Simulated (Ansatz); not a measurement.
# What Y2SOF2 (built on the sites of a database entry of YSF) distorts into, part 3 of 3

Which phase does Y2SOF2 (built on the sites of a database entry of YSF) fall into along its unstable mode, and how much energy does it gain?

Ansatz 0.2.0; DFT PBEsol, scalar-relativistic, plane waves, PAW.

So far. Step 5 (Energy along the mode, all amplitudes (two of the runs …): The lowest of the steps tried is at 0.14 Å, 1.89 meV/atom below the parent; the bottom of the well need not coincide with a step. Step 7 (The new phase in its own primitive cell): The largest force component left is 0.17 meV/Å and the pressure is 0.000 GPa, within the tolerances set. The cell now holds 14.41 Å³/atom.

The structure was built from a prototype and need not be the compound's stable phase.

**8. Modes of the new phase, k-mesh 6×6×4**

A relaxed structure may still be a saddle point, so its zone-centre modes are computed. The response to a homogeneous field gives the Born charges and the dielectric tensor.

input.yaml

```yaml
crystal:
  lattice:
    - [2.5153473283, -2.4514815894, -0.0005924901]
    - [2.5153473283, 2.4514815894, -0.0005924901]
    - [-0.2066088321, 0.0, 7.0088376032]
  atoms:
    - { symbol: "Y", position: [0.9871862309, 0.9871862309, 0.7945532409] }
    - { symbol: "Y", position: [0.5419911049, 0.5419911049, 0.2518686893] }
    - { symbol: O, position: [0.965412608, 0.965412608, 0.3109077274] }
    - { symbol: S, position: [0.4805181176, 0.4805181176, 0.6368880432] }
    - { symbol: F, position: [0.4939317416, 0.0005416909, 0.0028911496] }
    - { symbol: F, position: [0.0005416909, 0.4939317416, 0.0028911496] }
kpoints:
  mp_grid: { grid: [6, 6, 4] }
hamiltonian:
  xc: pbesol
scf:
  occupations: { method: fixed }
output:
  eigenvalues: true
phonons:
  method: dfpt
  dielectric: true
  rigid_motions: translations
```

Run with:

```console
ansatz run input.yaml --threads 8 --pin off --max-ram 14336MiB --backend cpu --events-out ev --progress --plain --runs-dir out
```

Numbers of over 12 decimals in the logs are rounded to 6 here.

The log of the run:

```text
[...]
Crystal: 6 atoms, lattice volume = 86.437 Å³
Basis set: ecut = 420 eV, 1673 PW (Γ), exchange–correlation on 48×48×96 points (8 copies of the dense FFT grid, shifted against one another)
Bands: 30, of which v1, the nominal top of the filled ones, is band 24 counted from 1 (23 counted from 0)
Symmetry: 2 space group operations
k-points: 76 of 144 (irreducible under 1 space group operation, time reversal used)
[...]
SCF iter   1: F=—  HF=-10648.398018 eV  |F-HF|=—  |Δ(HF+E_count)|=         —  Δρ=1.60e-2  dr2=1.82e-1  ethr=1.77e-3  ⟨swp⟩=5.0  Hψ=8757  notcnv=0  defer=286
[...]
SCF iter  10: F=-10648.357026 eV  HF=-10648.357026 eV  |F-HF|=2.73e-11  |Δ(HF+E_count)|=   1.42e-9  Δρ=4.10e-7  dr2=6.23e-11  ethr=1.00e-12  ⟨swp⟩=11.8  Hψ=14686  notcnv=0
SCF 1 converged in 10 iterations: F = -10648.357026 eV  dr2 = 6.23e-11
[...]
NSCF: frozen V_eff on 3 k-points
DFPT response loops at Γ: preconditioner auto → Resta (q_TF=auto, 2.474 Å⁻¹)  ε∞=5.0 (no band partly filled); β = 1.00, the filter's whole step (`scf.mixing.beta` (0.50) is not read by the response loops at its default; to damp them type it under 1.00, their step now; it binds the ground state too); Broyden in place of MSR1
── the response to a field inside a basis, on 8×8×4 k-points: an SCF that follows is theirs, and a resumed run solves both again ──
Bands: 25, of which v1, the nominal top of the filled ones, is band 24 counted from 1 (23 counted from 0)
k-points: 72 of 256 (time reversal used)
[...]
Eigensolver: Dense (72 Hₖ)
SCF iter   1: F=—  HF=-10648.344954 eV  |F-HF|=—  |Δ(HF+E_count)|=         —  Δρ=4.98e-4  dr2=4.68e-5  ethr=1.00e-1
[...]
SCF iter   5: F=-10648.344953 eV  HF=-10648.344953 eV  |F-HF|=2.93e-9  |Δ(HF+E_count)|=   3.05e-7  Δρ=9.58e-6  dr2=3.56e-8  ethr=4.19e-9
SCF 1 converged in 5 iterations: F = -10648.344953 eV  dr2 = 3.56e-8
[...]
WARN: field response: ε∞ stands inside a basis, on 8×8×4 points; the force constants stand on the 6×6×4 k-mesh, whose period is 12.10 times the interband length at k = (0.0000, 0.0000, 0.0000), direct gap 2.357 eV, under 14: take them and everything formed from them as unconverged, and compare with a denser kpoints.mp_grid
SCF converged after 10 iterations
Free energy (F): -10648.357026 eV
[...]
Internal energy: -10648.357026 eV  (E = F + TS)
E sigma→0 (E₀):  -10648.357026 eV
Fermi energy:    9.136705 eV
[...]
--- Band table (eV; the first three rows and the last of 76) ---
  k-point 0: bands = [... 20 lower, 8.1900, 8.9550, 9.0213, 9.1367, 11.4941, 13.4187, 13.4970, 14.2360, ... 2 higher]
  k-point 1: bands = [... 20 lower, 8.2212, 8.9165, 8.9237, 9.0175, 11.5748, 13.2581, 13.5507, 14.2751, ... 2 higher]
  k-point 2: bands = [... 20 lower, 8.2512, 8.7378, 8.8899, 8.9746, 11.6708, 13.0868, 13.5998, 14.2996, ... 2 higher]
  k-point 75: bands = [... 20 lower, 7.6640, 8.1292, 8.2638, 8.6469, 14.3350, 14.3945, 14.6019, 15.2626, ... 2 higher]
--- Phonons (Γ-DFPT): 15 representative perturbations + reference, on 76 of 144 k-points (Σ response iterations 47) ---
  k mesh reduced under 1 symmetry operation, with k and −k counted as one. Each operation leaves every solved perturbation unchanged. A smaller set is not considered because the run solves the response to a homogeneous field
  ASR residual: 3.024e-4 → 0.000e0 eV/Å²; symmetrization residual: 3.754e-6 eV/Å²
  ASR residual per site (eV/Å²): 2.10e-4 1.55e-4 9.64e-5 4.49e-5 3.02e-4 3.02e-4
[...]
ε∞ (high-frequency dielectric tensor):
        5.301559     0.000000     0.018253
        0.000000     5.202657     0.000000
        0.018253     0.000000     4.231794
  softest optical mode at Γ: -93.49 cm⁻¹; the repairs (sum rule, projections) moved no ω² at Γ by more than (2.37 cm⁻¹)²
  Born effective charges Z* (e; rows j = field, columns β = displacement):
    site 0:
         3.86608    0.00000    0.03286
         0.00000    3.95349    0.00000
         0.01096    0.00000    3.31508
    site 1:
         4.11287    0.00000    0.01309
         0.00000    3.71873    0.00000
         0.04671    0.00000    3.95738
    site 2:
        -3.16157   -0.00000   -0.13502
        -0.00000   -2.83114   -0.00000
        -0.21051   -0.00000   -1.70743
    site 3:
        -2.24714   -0.00000    0.09574
        -0.00000   -2.32565   -0.00000
         0.09388   -0.00000   -1.39762
    site 4:
        -1.28512    0.16022   -0.00333
         0.19780   -1.25771    0.11323
         0.02948    0.10401   -2.08370
    site 5:
        -1.28512   -0.16022   -0.00333
        -0.19780   -1.25771   -0.11323
         0.02948   -0.10401   -2.08370
  Z* charge neutrality: 7.445e-3 e pre-enforcement
  solved inside a basis spanned on kpoints, on 8×8×4 k-points, its susceptibility summed on 10×10×6: ε∞ is read to err by 1.7e-2, Z* by 2.9e-2 e (field_mesh: kpoints solves on kpoints); Z* is corrected for what the basis lacks
  optical modes at Γ without the LO–TO term, one row a degenerate level:
      ω (cm⁻¹)  modes    IR ((D/Å)²/amu)
        -93.49      1            13.7918
         93.12      1             0.5795
        123.69      1             2.6354
        193.62      1             1.8921
        210.17      1             3.6714
        215.29      1             2.7084
        245.02      1            15.8760
        257.81      1            16.7021
        284.70      1             1.7157
        298.17      1             4.7326
        310.15      1             9.4234
        342.88      1             4.1232
        397.61      1             0.5160
        419.15      1             1.3823
        454.29      1             0.9048
  optical modes at Γ + LO–TO along q̂ = [1.0000, 0.0000, 0.0000]:
      ω (cm⁻¹)  modes    IR ((D/Å)²/amu)
        -93.49      1            13.7918
         97.14      1             0.1199
        123.69      1             2.6354
        194.80      1             1.4473
[...]
optical modes at Γ + LO–TO along q̂ = [0.0000, 1.0000, 0.0000]:
      ω (cm⁻¹)  modes    IR ((D/Å)²/amu)
[...]
optical modes at Γ + LO–TO along q̂ = [0.0000, 0.0000, 1.0000]:
      ω (cm⁻¹)  modes    IR ((D/Å)²/amu)
[...]
196.70      1             0.5941
        210.17      1             3.6714
        217.85      1             1.4358
        257.68      1            15.5113
        284.70      1             1.7157
        298.17      1             4.7326
        298.45      1             9.3384
        336.91      1             1.2578
        397.61      1             0.5160
        408.64      1             6.3827
        434.55      1             5.0753
        479.81      1            13.4584
```

The job ended after 59 s (8 threads of Arm Neoverse V2, shared host; peak memory 1.2 GiB; 7 min of CPU time).

This step gave:

| Item | Value |
| --- | --- |
| sum-rule residual before enforcement | 3.02e-4 eV/Å² |
| miss of the charge sum rule | 0.007445 e |
| estimated error of the dielectric tensor | 0.01738 |
| estimated error of the Born charges | 0.02875 e |
| point group | m |
| highest optical mode at the zone centre (no LO-TO term) | 454.3 cm⁻¹ |
| lowest optical zone-centre mode | -93.49 cm⁻¹ |
| mean high-frequency dielectric constant | 4.912 |
| largest Born charge (third of the trace) | 3.930 e |
| top of the zone-centre spectrum with the field | 483.2 cm⁻¹ |

Without the LO-TO term. Patterns of degenerate modes are one choice out of their space. Modes at Γ, with each element's share of the kinetic energy (negative means imaginary):

```csv
mode,frequency (cm⁻¹),symmetry,Y %,O %,S %,F %
1,-93.5,A'',47,48,3,2
2,0.0,acoustic,67,6,12,14
3,0.0,acoustic,67,6,12,14
4,0.0,acoustic,67,6,12,14
5,93.1,A',84,4,9,4
6,123.7,A'',48,40,5,6
7,193.6,A',72,28,0,1
8,210.2,A'',10,0,7,83
9,215.3,A',7,4,17,72
10,245.0,A',38,21,20,22
11,257.8,A',36,5,51,8
12,284.7,A'',7,1,28,64
13,298.2,A'',19,3,44,34
14,310.1,A',12,60,23,5
15,342.9,A',4,27,54,14
16,397.6,A'',2,1,0,97
17,419.1,A',7,16,1,76
18,454.3,A',5,23,1,71
```

Displacements in mode 1 (-93.5 cm⁻¹), the largest set to 1:
```
Y1   0.00  0.13  0.00
Y2   0.00 -0.40  0.00
O3   0.00  1.00  0.00
S4   0.00  0.19  0.00
F5  -0.07  0.06 -0.10
F6   0.07  0.06  0.10
```

Displacements in mode 16 (397.6 cm⁻¹), the largest set to 1:
```
Y1   0.00  0.09  0.00
Y2   0.00  0.00  0.00
O3   0.00  0.18  0.00
S4   0.00 -0.05  0.00
F5   1.00 -0.24  0.04
F6  -1.00 -0.24 -0.04
```

Optical modes at the zone centre, without and with the macroscopic field of the longitudinal modes; each column is sorted by frequency, so a row need not hold one and the same mode. Modes with and without the field, by row:

```csv
rank among optical modes,no field (cm⁻¹),"q along (1, 0, 0) (cm⁻¹)","q along (0, 1, 0) (cm⁻¹)","q along (0, 0, 1) (cm⁻¹)"
1,-93.5,-93.5,92.8,-93.5
2,93.1,97.1,93.1,93.6
3,123.7,123.7,169.5,123.7
4,193.6,194.8,193.6,196.7
5,210.2,210.2,215.3,210.2
6,215.3,217.6,245,217.8
7,245,245.4,247.2,257.7
8,257.8,284.7,257.8,284.7
9,284.7,292.2,288.6,298.2
10,298.2,298.2,310.1,298.4
11,310.1,335.5,342.9,336.9
12,342.9,397.6,382.3,397.6
13,397.6,408.9,419.1,408.6
14,419.1,450.4,423.4,434.6
15,454.3,483.2,454.3,479.8
```

Born charge (rows field, columns displacement) (e), principal values of the symmetric part by kind of site:

```csv
atom,atoms with these values,low,middle,high,mean
Y1,1,3.31,3.87,3.95,3.71
Y2,1,3.72,3.95,4.12,3.93
O3,1,-3.18,-2.83,-1.69,-2.57
S4,1,-2.33,-2.26,-1.39,-1.99
F5,2,-2.10,-1.44,-1.08,-1.54
```

In full for Y2:

```
4.11 0.00 0.01
0.00 3.72 0.00
0.05 0.00 3.96
```

High-frequency dielectric tensor:

```
5.30 0.00 0.02
0.00 5.20 0.00
0.02 0.00 4.23
```

Transverse modes; imaginary modes are left out. Infrared lines, with heights relative to the strongest:

```csv
position (cm⁻¹),label,relative intensity
93,A',3.5
124,A'',16
194,A',11
210,A'',22
215,A',16
245,A',95
258,A',100
285,A'',10
298,A'',28
310,A',56
343,A',25
398,A'',3.1
419,A',8.3
454,A',5.4
```

Before it was imposed, the acoustic sum rule was missed by 3.0e-4 eV/Å² and the charge sum rule by 0.0074 e. Small misses are needed for a sound result but don't prove that mesh and cutoff are converged. The lowest optical mode is imaginary, 93.5i cm⁻¹, so the energy falls along it.

The log warns of the k mesh: “the force constants stand on the 6×6×4 k-mesh, whose period is 12.10 times the interband length at k = (0.0000, 0.0000, 0.0000), direct gap 2.357 eV, under 14: take them and everything formed from them as unconverged”.

**9. Outcome**

| Item | Value |
| --- | --- |
| unstable mode of the parent | q = (0, 0, 0), 124i cm⁻¹ |
| depth at the lowest point sampled | 1.89 meV/atom |
| largest atomic shift at that point | 0.14 Å |
| space group reached (within 0.01 Å) | Cm |
| energy gained over the parent (first relaxation, on the mesh of the frozen mode) | 7.26 meV/atom |
| volume per atom, phase reached | 14.4 Å³ |
| gap on the k-mesh, phase reached | 2.36 eV |
| lowest optical zone-centre mode, phase reached | -93.5 cm⁻¹ |
| highest optical mode at the zone centre (no LO-TO term), phase reached | 454 cm⁻¹ |

Along this mode the structure falls into Cm, 7.26 meV/atom below the parent. At the parent's cell the well is 1.888 meV/atom deep on the steps tried, with its lowest point at a shift of 0.14 Å. Relaxing atoms and cell changes the gain by +5.37 meV/atom against the lowest step (energies at zero smearing). Most of the total comes from this relaxation. The new phase still has an imaginary mode at the zone centre of its cell, so it is a saddle point on the way to a lower structure. Of the 6 patterns followed to their end from this parent, this one ends 104 meV/atom above the lowest, Amm2. Each path keeps the symmetry of its pattern, so a lower phase may lie along a pattern not tried. With the field response the log warns that the k mesh is coarse for the force constants too, so the frequencies may not be converged. The q mesh is too sparse to interpolate, so only the solved wavevectors are given. The program warns that the interpolation holds no quadrupole term, so branches close to Γ can be off in this crystal. The starting cell was built on a prototype and not taken from a measurement, so the phase need not exist.

[Logs are printed without paths, hosts, clocks, repeated set-up lines and the standing remarks that a program may print on its own settings, such as how far it seeks lower states.]

[Hosts, paths, dates, database ids (printed as entryN), source tags and the programs' standing remarks are cut or masked in the printed files.]
